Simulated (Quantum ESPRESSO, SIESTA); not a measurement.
# Out-of-plane response of diamond Ge under biaxial strain, QE, PBEsol

Calculated with Quantum ESPRESSO 7.5: PBEsol; plane waves, GBRV 1.5 ultrasoft, 45/270 Ry; k-mesh 4×4×4. The first two cell vectors are strained alike from typed lattice constants; the third vector's length and the atoms are relaxed. The typed cell isn't stress-free: at zero strain the reference's in-plane stress is -1.8 GPa, compression positive.

```
in-plane strain (%)  100 ln(c/c at zero strain)
                 -4                       2.997
                 -3                       2.314
                 -2                       1.727
                 -1                       0.795
                  0                           0
                 +1                      -0.803
                 +2                      -1.626
                 +3                      -2.449
                 +4                           ?
```

Task: Fit a second-order form in the logarithmic strain to the rows given and extrapolate to the withheld row.

Worked fit:

With u = ln[(1 + ε)/(1 + ε0)], counted from the row at ε0 = +0 % where y0 = 0, a second-order form y = y0 + a u + b u² makes v = (y − y0)/u a line in u.

| u | v |
| --- | --- |
| -0.0408220 | -73.4163 |
| -0.0304592 | -75.9705 |
| -0.0202027 | -85.4836 |
| -0.0100503 | -79.1018 |
| 0.00995033 | -80.7008 |
| 0.0198026 | -82.1103 |
| 0.0295588 | -82.8518 |

With n = 7: mean u = -0.00603178, mean v = -79.9479, Σ(u − ū)² = 0.0042136, Σ(u − ū)(v − v̄) = -0.42060. Slope b = -0.42060 / 0.0042136 = -99.820; intercept a = v̄ − b ū = -80.550.

At the withheld row u = 0.03922, v = a + b u = -84.46, and y = y0 + u v.

Prediction at +4: -3.313. The run gave -3.416, so the fit is high by 0.10 (3.0 % of the value).

The first-order term says that the third edge changes by -0.81 % for each per cent of in-plane stretch at ε0. The second-order term makes up 4.6 % of v at the withheld row. Among the rows given, the largest miss of the fit is at -2, by 0.14 (2.2 % of the range of the table).

Limits: The nuclei are static. The DFT runs use Fermi–Dirac occupations of width 0.01 eV, and energies are free energies. The rows don't follow a smooth parabola (r.m.s. departure 0.8 % of their range), so v is no line in u and the first-order term is poorly fixed; a kink, the k-mesh or scatter of the relaxations can each do this.

[Logs are printed without paths, hosts, clocks, repeated set-up lines and the standing remarks that a program may print on its own settings, such as how far it seeks lower states.]

[Hosts, paths, dates, database ids (printed as entryN), source tags and the programs' standing remarks are cut or masked in the printed files.]
